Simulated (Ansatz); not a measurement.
**WCl2 (1T sheet): how robust is the cRPA U?**

Aim: hold the target of a cRPA run on WCl2 (1T sheet) and move one thing at a time.

Method: constrained RPA on PBEsol, plane waves, PAW, in Ansatz 0.2.0.

### 1. The starting structure

The cell holds 3 atoms: 1 W and 2 Cl. Its edges and angles: a = 3.069 Å, b = 3.069 Å, c = 30.112 Å, α = 90.0°, β = 90.0°, γ = 120.0°. Vacuum lies along c.

The structure was relaxed with PBEsol. The structure was generated from a model, not taken from a measurement. The runs that relaxed it are not among those shown. The program's search for lower electronic states was switched off, so nothing shows that the state found is the lowest. Spin-orbit coupling is left out unless a step names it. The default PAW set here is soft_2. Its files were made with PBE. The Coulomb interaction is cut off across the vacuum.

### 2. Base: W t2g, bands v2 to c1, 6×6×1 mesh, medium accuracy

Constrained RPA screens the interaction with every transition except those inside the target bands, which a later many-body model would treat itself.

The input, input.yaml:

```yaml
crystal:
  lattice:
    - [0.0, 2.17013465, 2.17013465]
    - [2.17013465, -2.17013465, 0.0]
    - [17.38503569, 17.38503569, -17.38503569]
  atoms:
    - { symbol: W, position: [0.0, 0.0, 0.3180797022] }
    - { symbol: Cl, position: [0.3333333333, 0.6666666667, 0.375446635] }
    - { symbol: Cl, position: [0.6666666667, 0.3333333333, 0.2607127693] }
  periodic: [true, true, false]
kpoints:
  mp_grid: { grid: [12, 12, 1] }
hamiltonian:
  xc: pbesol
scf:
  occupations: { method: gaussian, width: 0.08 }
  n_extra_bands: 19
  max_iter: 150
  lower_state_search: "off"
output:
  crpa:
    kmesh: [6, 6, 1]
    target_bands: [v2, c1]
    projections: [{ species: W, l: d, shell: 5, orbitals: [dxz, dyz, dxy] }]
  local_orbitals:
    kmesh: [12, 12, 1]
    orbitals: [{ species: W, l: d, shell: 5, orbitals: [dxz, dyz, dxy] }]
    window: { bands: [v2, c1] }
    seedname: lo
```

Launch:

```sh
$ ansatz run input.yaml --threads 8 --pin off --max-ram 14745MiB --backend cpu --events-out ev --progress --plain --runs-dir out
```

Numbers of over 12 decimals in the logs are rounded to 6 here.

What it wrote:

```text
scf.n_extra_bands = 19 over 14 filled bands (N_el = 28.0): the run solves 33 bands
Engine: ansatz 0.2.0, aarch64-unknown-linux-gnu
Pseudopotentials: kind: paw
Pseudopotential: W, paw, valence charge 14, recommended cutoff 420 eV (normal), W.paw.azcp
Pseudopotential: Cl, paw, valence charge 7, recommended cutoff 420 eV (normal), Cl.paw.azcp
Functional definition: PBEsol
  exchange = pbesol_x
  correlation = pbesol_c
Crystal: 3 atoms, lattice volume = 245.624 Å³
Basis set: ecut = 420 eV, 4781 PW (Γ)
Bands: 33, of which v1, the nominal top of the filled ones, is band 14 counted from 1 (13 counted from 0)
Symmetry: 12 space group operations
Space group: P-3m1 (ITA 164), of the structure as read, at distance tolerance 6.3e-5 Å
k-points: 19 of 144
Non-local potential: W, projectors of the file, l = 0: 3, l = 1: 2, l = 2: 2, l = 3: 1
Non-local potential: Cl, projectors of the file, l = 0: 2, l = 1: 2, l = 2: 2
PAW form: soft (Blöchl's): semilocal exchange-correlation on the pseudo side does not see the compensation charge
PAW frozen core: W, regenerated for the run's functional, and the local potential with it (the file was generated under x = pbe(κ = 0.804, μ = 0.219515), c = pbe(β = 0.066725))
PAW frozen core: Cl, regenerated for the run's functional, and the local potential with it (the file was generated under x = pbe(κ = 0.804, μ = 0.219515), c = pbe(β = 0.066725))
PAW one-centre angular grid: W, 590 points (default); XC on 64 Gauss nodes
PAW one-centre angular grid: Cl, 110 points (default); XC on 64 Gauss nodes
Initial density: superposition of atomic densities (neutral atoms: chi_scale 0, normalization atom), corrected by the library's trained network
Initial wavefunctions: pseudopotential atomic-orbital guess
Functional: x = pbesol(κ = 0.804, μ = 0.123457), c = pbesol(β = 0.046)
SCF iter   1: F=—  HF=-12379.008820 eV  |F-HF|=—  |Δ(HF+E_count)|=         —  Δρ=5.92e-3  dr2=4.60e-1  ethr=1.77e-3  ⟨swp⟩=13.1  Hψ=5593  notcnv=0  defer=119
preconditioner: auto → LDOS  [insulator: Δε(μ)=0.160 eV  Ē_g=15.384 eV  σ=0.080 eV  W_gap=0.68  n_scr=18 (ndim 8)  ℏωp=10.6 eV  f_vac=0.754  D(μ)=1.29/eV (n_scr^D=8)  ε∞_Penn≈1.5  β→1.0]
SCF iter   2: F=—  HF=-12379.000422 eV  |F-HF|=—  |Δ(HF+E_count)|=   8.40e-3  Δρ=6.59e-3  dr2=3.51e-1  ethr=1.64e-3  ⟨swp⟩=3.6  Hψ=1078  notcnv=0  defer=259
SCF iter   3: F=—  HF=-12378.926364 eV  |F-HF|=—  |Δ(HF+E_count)|=   7.41e-2  Δρ=8.78e-4  dr2=1.25e-3  ethr=1.25e-3  ⟨swp⟩=3.0  Hψ=726  notcnv=0  defer=259
SCF iter   4: F=—  HF=-12378.927340 eV  |F-HF|=—  |Δ(HF+E_count)|=   9.76e-4  Δρ=2.99e-4  dr2=1.93e-4  ethr=4.45e-6  ⟨swp⟩=3.9  Hψ=1347  notcnv=0  defer=256
SCF iter   5: F=—  HF=-12378.927306 eV  |F-HF|=—  |Δ(HF+E_count)|=   3.34e-5  Δρ=7.81e-5  dr2=9.76e-6  ethr=6.89e-7  ⟨swp⟩=3.3  Hψ=723  notcnv=0  defer=256
SCF iter   6: F=—  HF=-12378.927310 eV  |F-HF|=—  |Δ(HF+E_count)|=   3.61e-6  Δρ=1.81e-5  dr2=7.32e-7  ethr=3.49e-8  ⟨swp⟩=3.2  Hψ=815  notcnv=0  defer=256
SCF iter   7: F=-12378.927310 eV  HF=-12378.927310 eV  |F-HF|=6.56e-8  |Δ(HF+E_count)|=   3.76e-7  Δρ=5.56e-6  dr2=5.14e-8  ethr=3.57e-10  ⟨swp⟩=20.5  Hψ=5964  notcnv=0
SCF 1 converged in 7 iterations: F = -12378.927310 eV  dr2 = 5.14e-8
[...]
NSCF: frozen V_eff on 22 k-points
NSCF: frozen V_eff on 7 k-points
[...]
cRPA screening: q 1/36
cRPA screening: q 2/36
cRPA screening: q 8/36 (q-point 3)
cRPA screening: q 14/36 (q-point 4)
cRPA screening: q 17/36 (q-point 8)
cRPA screening: q 23/36 (q-point 9)
cRPA screening: q 35/36 (q-point 15)
SCF converged after 7 iterations
Free energy (F): -12378.927310 eV
Harris-Foulkes:  -12378.927310 eV  (|F-HF|=6.56e-8)
Internal energy: -12378.923770 eV  (E = F + TS)
E sigma→0 (E₀):  -12378.925540 eV
Entropy (-TS):   -0.003540 eV (-1.180 meV/atom)
Fermi energy:    -3.310786 eV
--- Per-component energies (eV) ---
  E_band       = -644.176682
  E_kinetic    = 777.089673
  E_local      = -53458.468063  (includes V_loc(G=0)·N_el)
  E_nonlocal   = 62.583002
  E_hartree    = 26289.640335
  E_xc         = -477.475121
  E_vxc        = -481.938855  (∫ρ·V_xc dr)
  E_paw        = -9720.242496  (= ΣΔE_a)
  E_vpaw       = -122.727206  (= ΣTr[D̂ρ^β])
  E_aug_tail   = 0.000127  (compensation charges beyond the density's cutoff)
  E_ewald      = 24147.570117
  E_core_change = 0.378656  (= ΣΔE_core)
  E_smearing   = -0.003540  (= −TS)
  E_closure    = -0.000000  (closes the sum)
  Σ components = -12378.927310   (vs F -12378.927310, Δ=0.00e0)
--- Band table (eV; the first three rows and the last of 19) ---
  k-point 0: bands = [... 10 lower, -7.1961, -7.1961, -6.5558, -4.4849, -4.4849, -2.4631, -2.4631, -1.2168, ... 15 higher]
  k-point 1: bands = [... 10 lower, -7.8266, -7.3686, -6.3983, -4.5875, -4.2981, -2.5750, -2.4066, -0.9104, ... 15 higher]
  k-point 2: bands = [... 10 lower, -8.7586, -7.7131, -6.2209, -4.7733, -3.8319, -2.6229, -2.2547, -0.3009, ... 15 higher]
  k-point 18: bands = [... 10 lower, -10.1989, -10.1989, -4.3461, -4.3461, -2.5561, -1.4971, -1.4971, 0.5958, ... 15 higher]
  the weakly bound empty levels are not read free of the cell's end (no_gap_told)
--- cRPA (band scheme, projected local orbitals): target bands 13..15 (1-based), 3 Wannier function(s), 6×6×1 mesh, 30 bands' worth read of 35 solved, ecut_chi 136.0 eV, v(q+G=0) probe_charge, pair densities all_electron ---
  χ-basis size per q: N_G = 831..908
  window electrons = 4.0000, filled by tetrahedron_uncorrected; constrained ε̄⁻¹(q = 0, 0) head = 0.615403; min gauge Gram eig = 0.2669
  Kanamori averages over each shell's own Wannier functions (sites counted from 0, functions from 1):
    Site 0, 5D, 3 of 5 d orbitals (Wannier functions 1, 2, 3; wannier90's mr 2, 3, 5):
      screened: U = 2.3814 eV, U' = 1.9606 eV, J = 0.1788 eV
      screened, to within: U = 5.2e-3 eV, U' = 5.2e-3 eV, J = 4.3e-4 eV
      bare: V = 8.5841 eV, V' = 7.9247 eV, J = 0.2762 eV
  Hermiticity witness max|P − P†| over intra, direct and exchange elements: 5.33e-15 eV (screened), 1.98e-17 eV (bare)
  Reality witness max|Im| over intra, direct and exchange elements: 1.07e-16 eV (screened), 5.97e-17 eV (bare)
```

Run time: 26 s. Hardware: 8 threads of Arm Neoverse V2, shared host; peak memory 2.2 GiB.

Reading the cycles: dr2 is the Hartree energy of the density residual (eV), the measure of convergence; HF is the Harris–Foulkes estimate of the energy, which meets the free energy F at convergence.

Numbers from this step:

```
U                                                 : 2.381 eV
U prime (inter-orbital)                           : 1.961 eV
J                                                 : 0.1788 eV
bare V                                            : 8.584 eV
bare J                                            : 0.2762 eV
stated bound on U                                 : 0.005101 eV
U over bare V                                     : 0.2774
electrons in the window                           : 4.000
head of the constrained inverse dielectric matrix : 0.6154
least eigenvalue of the projection's overlap      : 0.2669
target functions                                  : 3
bands in the sums                                 : 30
r.m.s. miss of the model bands                    : 0.01035 eV
width of the target bands                         : 5.331 eV
weight of the projected orbitals in the window    : 0.7688
```

On the W t2g shell, screening brings the on-site interaction from 8.6 eV down to U = 2.38 eV.

### 3. Changed: 9×9×1 mesh

Changes to input.yaml since step 2:

```diff
@@ -21,9 +21,4 @@
   crpa:
-    kmesh: [6, 6, 1]
+    kmesh: [9, 9, 1]
     target_bands: [v2, c1]
     projections: [{ species: W, l: d, shell: 5, orbitals: [dxz, dyz, dxy] }]
-  local_orbitals:
-    kmesh: [12, 12, 1]
-    orbitals: [{ species: W, l: d, shell: 5, orbitals: [dxz, dyz, dxy] }]
-    window: { bands: [v2, c1] }
-    seedname: lo
```

What it wrote:

```text
[...]
Crystal: 3 atoms, lattice volume = 245.624 Å³
Basis set: ecut = 420 eV, 4781 PW (Γ)
Bands: 33, of which v1, the nominal top of the filled ones, is band 14 counted from 1 (13 counted from 0)
[... 1 set-up line as in the run before ...]
[...]
k-points: 19 of 144
[...]
SCF iter   1: F=—  HF=-12379.008820 eV  |F-HF|=—  |Δ(HF+E_count)|=         —  Δρ=5.92e-3  dr2=4.60e-1  ethr=1.77e-3  ⟨swp⟩=13.1  Hψ=5593  notcnv=0  defer=119
[...]
SCF iter   7: F=-12378.927310 eV  HF=-12378.927310 eV  |F-HF|=6.56e-8  |Δ(HF+E_count)|=   3.76e-7  Δρ=5.56e-6  dr2=5.14e-8  ethr=3.57e-10  ⟨swp⟩=20.5  Hψ=5964  notcnv=0
SCF 1 converged in 7 iterations: F = -12378.927310 eV  dr2 = 5.14e-8
[...]
NSCF: frozen V_eff on 12 k-points
[...]
cRPA screening: q 1/81
cRPA screening: q 2/81
cRPA screening: q 8/81 (q-point 3)
cRPA screening: q 14/81 (q-point 4)
cRPA screening: q 20/81 (q-point 5)
[...]
Internal energy: -12378.923770 eV  (E = F + TS)
E sigma→0 (E₀):  -12378.925540 eV
Entropy (-TS):   -0.003540 eV (-1.180 meV/atom)
Fermi energy:    -3.310786 eV
[...]
--- Band table (eV; the first three rows and the last of 19) ---
  k-point 0: bands = [... 10 lower, -7.1961, -7.1961, -6.5558, -4.4849, -4.4849, -2.4631, -2.4631, -1.2168, ... 15 higher]
  k-point 1: bands = [... 10 lower, -7.8266, -7.3686, -6.3983, -4.5875, -4.2981, -2.5750, -2.4066, -0.9104, ... 15 higher]
  k-point 2: bands = [... 10 lower, -8.7586, -7.7131, -6.2209, -4.7733, -3.8319, -2.6229, -2.2547, -0.3009, ... 15 higher]
  k-point 18: bands = [... 10 lower, -10.1989, -10.1989, -4.3461, -4.3461, -2.5561, -1.4971, -1.4971, 0.5958, ... 15 higher]
  the weakly bound empty levels are not read free of the cell's end (no_gap_told)
[...]
χ-basis size per q: N_G = 825..907
[...]
Site 0, 5D, 3 of 5 d orbitals (Wannier functions 1, 2, 3; wannier90's mr 2, 3, 5):
      screened: U = 2.2919 eV, U' = 1.8726 eV, J = 0.1775 eV
      screened, to within: U = 5.0e-3 eV, U' = 5.0e-3 eV, J = 4.3e-4 eV
      bare: V = 8.5225 eV, V' = 7.8659 eV, J = 0.2738 eV
[...]
[key lines of the parts left out:]
SCF converged after 7 iterations
Free energy (F): -12378.927310 eV
```

Run time: 73 s. Hardware: 8 threads; peak memory 2.4 GiB.

This step gave:

* U: 2.292 eV
* U prime (inter-orbital): 1.873 eV
* J: 0.1775 eV
* bare V: 8.523 eV
* bare J: 0.2738 eV
* stated bound on U: 0.004956 eV
* U over bare V: 0.2689
* electrons in the window: 4.000
* head of the constrained inverse dielectric matrix: 0.6310
* least eigenvalue of the projection's overlap: 0.2116
* target functions: 3
* bands in the sums: 30
* width of the target bands: 5.331 eV
* weight of the projected orbitals in the window: 0.7688

On the W t2g shell, screening brings the on-site interaction from 8.5 eV down to U = 2.29 eV.

### 4. Changed: sums over states

Changes to input.yaml since step 3:

```diff
@@ -21,4 +21,7 @@
   crpa:
-    kmesh: [9, 9, 1]
+    kmesh: [6, 6, 1]
     target_bands: [v2, c1]
     projections: [{ species: W, l: d, shell: 5, orbitals: [dxz, dyz, dxy] }]
+    accuracy: sum_over_states
+    n_empty_bands: 28
+    ecut_chi: 250
```

What it wrote:

```text
[...]
Crystal: 3 atoms, lattice volume = 245.624 Å³
Basis set: ecut = 420 eV, 4781 PW (Γ)
Bands: 33, of which v1, the nominal top of the filled ones, is band 14 counted from 1 (13 counted from 0)
[... 1 set-up line as in the run before ...]
[...]
k-points: 19 of 144
[...]
χ-basis size per q: N_G = 2117..2232
[...]
U and J over all bands: no bound (output.crpa.accuracy: sum_over_states); those below are of the sums over the bands read on the sphere of ecut_chi, with what the atoms add
[...]
Site 0, 5D, 3 of 5 d orbitals (Wannier functions 1, 2, 3; wannier90's mr 2, 3, 5):
      screened: U = 2.4741 eV, U' = 1.9895 eV, J = 0.2034 eV
      bare: V = 8.5841 eV, V' = 7.9247 eV, J = 0.2762 eV
[...]
[key lines of the parts left out:]
SCF converged after 7 iterations
Free energy (F): -12378.927310 eV
Fermi energy:    -3.310786 eV
```

Elapsed: 11 s, on 8 threads; peak memory 0.92 GiB.

This variant gives U = 2.47 eV against 2.38 eV. It is a finite sum over empty states with no bound on its error and stays out of the table below.

### 5. Changed: accuracy low

Changes to input.yaml since step 4:

```diff
@@ -24,4 +24,2 @@
     projections: [{ species: W, l: d, shell: 5, orbitals: [dxz, dyz, dxy] }]
-    accuracy: sum_over_states
-    n_empty_bands: 28
-    ecut_chi: 250
+    accuracy: low
```

What it wrote:

```text
[...]
Crystal: 3 atoms, lattice volume = 245.624 Å³
Basis set: ecut = 420 eV, 4781 PW (Γ)
Bands: 33, of which v1, the nominal top of the filled ones, is band 14 counted from 1 (13 counted from 0)
[... 1 set-up line as in the run before ...]
[...]
k-points: 19 of 144
[...]
the weakly bound empty levels are not read free of the cell's end (no_gap_told)
[...]
χ-basis size per q: N_G = 831..908
[...]
Site 0, 5D, 3 of 5 d orbitals (Wannier functions 1, 2, 3; wannier90's mr 2, 3, 5):
      screened: U = 2.3731 eV, U' = 1.9548 eV, J = 0.1779 eV
      screened, to within: U = 6.9e-2 eV, U' = 6.9e-2 eV, J = 4.0e-3 eV
      bare: V = 8.5841 eV, V' = 7.9247 eV, J = 0.2762 eV
[...]
[key lines of the parts left out:]
SCF converged after 7 iterations
Free energy (F): -12378.927310 eV
Fermi energy:    -3.310786 eV
```

Run time: 18 s. Hardware: 8 threads; peak memory 2.2 GiB; 2.1 min of CPU time.

Numbers from this step:

```
U                                                 : 2.373 eV
U prime (inter-orbital)                           : 1.955 eV
J                                                 : 0.1779 eV
bare V                                            : 8.584 eV
bare J                                            : 0.2762 eV
stated bound on U                                 : 0.06839 eV
U over bare V                                     : 0.2764
electrons in the window                           : 4.000
head of the constrained inverse dielectric matrix : 0.6151
least eigenvalue of the projection's overlap      : 0.2669
target functions                                  : 3
bands in the sums                                 : 30
width of the target bands                         : 5.331 eV
weight of the projected orbitals in the window    : 0.7688
```

On the W t2g shell, screening brings the on-site interaction from 8.6 eV down to U = 2.37 eV.

### 6. Changed: one k-point

Changes to input.yaml since step 5:

```diff
@@ -21,5 +21,4 @@
   crpa:
-    kmesh: [6, 6, 1]
+    kmesh: [1, 1, 1]
     target_bands: [v2, c1]
     projections: [{ species: W, l: d, shell: 5, orbitals: [dxz, dyz, dxy] }]
-    accuracy: low
```

What it wrote:

```text
[...]
Crystal: 3 atoms, lattice volume = 245.624 Å³
Basis set: ecut = 420 eV, 4781 PW (Γ)
Bands: 33, of which v1, the nominal top of the filled ones, is band 14 counted from 1 (13 counted from 0)
[... 1 set-up line as in the run before ...]
[...]
k-points: 19 of 144
[...]
the weakly bound empty levels are not read free of the cell's end (no_gap_told)
[...]
χ-basis size per q: N_G = 831..831
[...]
Site 0, 5D, 3 of 5 d orbitals (Wannier functions 1, 2, 3; wannier90's mr 2, 3, 5):
      screened: U = 2.2164 eV, U' = 1.4153 eV, J = 0.2680 eV
      screened, to within: U = 6.8e-3 eV, U' = 6.8e-3 eV, J = 1.3e-3 eV
      bare: V = 13.5417 eV, V' = 12.4446 eV, J = 0.4211 eV
[...]
[key lines of the parts left out:]
SCF converged after 7 iterations
Free energy (F): -12378.927310 eV
Fermi energy:    -3.310786 eV
```

The job ended after 5.3 s (8 threads; peak memory 1.3 GiB).

The run ended normally, though the input holds a fault or crude settings.

The fault put into this input: one k-point. It printed U = 2.22 eV, which is no property of the model meant.

### 7. Changed: strain -1.5%

The cell differs from the one that the last finished run ended in (a 3.069 → 3.023 Å, b 3.069 → 3.023 Å).

input.yaml, the sections that differ from step 6:

```yaml
crystal:
  lattice:
    - [0.0, 2.1375826302, 2.1375826302]
    - [2.1375826302, -2.1375826302, 0.0]
    - [17.38503569, 17.38503569, -17.38503569]
  atoms:
    - { symbol: W, position: [0.0, 0.0, 0.3180797022] }
    - { symbol: Cl, position: [0.3333333333, 0.6666666667, 0.375446635] }
    - { symbol: Cl, position: [0.6666666667, 0.3333333333, 0.2607127693] }
  periodic: [true, true, false]
output:
  crpa:
    kmesh: [6, 6, 1]
    target_bands: [v2, c1]
    projections: [{ species: W, l: d, shell: 5, orbitals: [dxz, dyz, dxy] }]
  local_orbitals:
    kmesh: [12, 12, 1]
    orbitals: [{ species: W, l: d, shell: 5, orbitals: [dxz, dyz, dxy] }]
    window: { bands: [v2, c1] }
    seedname: lo
# kpoints, hamiltonian, scf: as in step 6
```

What it wrote:

```text
[...]
Crystal: 3 atoms, lattice volume = 238.310 Å³
Basis set: ecut = 420 eV, 4589 PW (Γ)
Bands: 33, of which v1, the nominal top of the filled ones, is band 14 counted from 1 (13 counted from 0)
[... 1 set-up line as in the run before ...]
[...]
k-points: 19 of 144
[...]
the weakly bound empty levels are not read free of the cell's end (no_gap_told)
[...]
χ-basis size per q: N_G = 821..878
[...]
Site 0, 5D, 3 of 5 d orbitals (Wannier functions 1, 2, 3; wannier90's mr 2, 3, 5):
      screened: U = 2.3443 eV, U' = 1.9328 eV, J = 0.1737 eV
      screened, to within: U = 5.0e-3 eV, U' = 5.0e-3 eV, J = 4.3e-4 eV
      bare: V = 8.4712 eV, V' = 7.8207 eV, J = 0.2676 eV
[...]
[key lines of the parts left out:]
SCF converged after 8 iterations
Free energy (F): -12378.907891 eV
Fermi energy:    -3.191209 eV
```

Run time: 30 s. Hardware: 8 threads; peak memory 2.2 GiB.

This step gave:

```
U                                                 : 2.344 eV
U prime (inter-orbital)                           : 1.933 eV
J                                                 : 0.1737 eV
bare V                                            : 8.471 eV
bare J                                            : 0.2676 eV
stated bound on U                                 : 0.004962 eV
U over bare V                                     : 0.2767
electrons in the window                           : 4.000
head of the constrained inverse dielectric matrix : 0.6087
least eigenvalue of the projection's overlap      : 0.2483
target functions                                  : 3
bands in the sums                                 : 30
r.m.s. miss of the model bands                    : 0.01299 eV
width of the target bands                         : 5.599 eV
weight of the projected orbitals in the window    : 0.7561
```

On the W t2g shell, screening brings the on-site interaction from 8.5 eV down to U = 2.34 eV.

### 8. Side by side

Times are wall times on 8 threads of Arm Neoverse V2, shared host, good to a factor of about two.

| run | bare V (eV) | U (eV) | J (eV) | bound on U (eV) | width (eV) | time |
| --- | --- | --- | --- | --- | --- | --- |
| target window | 8.58 | 2.381 | 0.179 | 0.0051 | 5.33 | 26 s |
| 9×9×1 mesh | 8.52 | 2.292 | 0.177 | 0.0050 | 5.33 | 73 s |
| accuracy low | 8.58 | 2.373 | 0.178 | 0.0684 | 5.33 | 18 s |
| strain -1.5% | 8.47 | 2.344 | 0.174 | 0.0050 | 5.60 | 30 s |

### 9. Results

```
target window : U 2.38 eV, J 0.18 eV
9×9×1 mesh    : U 2.29 eV, J 0.18 eV
accuracy low  : U 2.37 eV, J 0.18 eV
strain -1.5%  : U 2.34 eV, J 0.17 eV
```

9×9×1 mesh moves U by −0.09 eV at 2.8 times the time. Accuracy low moves U by −0.01 eV (within the solver's bounds, for the mean over orbitals). Strain -1.5% moves U by −0.04 eV. The printed bound covers the solver alone, not the mesh. The parent state is non-magnetic and the interaction static (zero frequency); U depends on the window and the orbitals, so it belongs to this model alone. Spin-orbit coupling, which is strong for atoms this heavy, is left out.

[Paths, hosts, dates, memory and timing lines, banners, echoed tables and standing remarks are left out of the program output.]

[Logs are printed without paths, hosts, clocks, repeated set-up lines and the standing remarks that a program may print on its own settings, such as how far it seeks lower states.]

[Runs of the session that timed out or met a known fault of the program may be left out.]

[Hosts, paths, dates, database ids (printed as entryN), source tags and the programs' standing remarks are cut or masked in the printed files.]
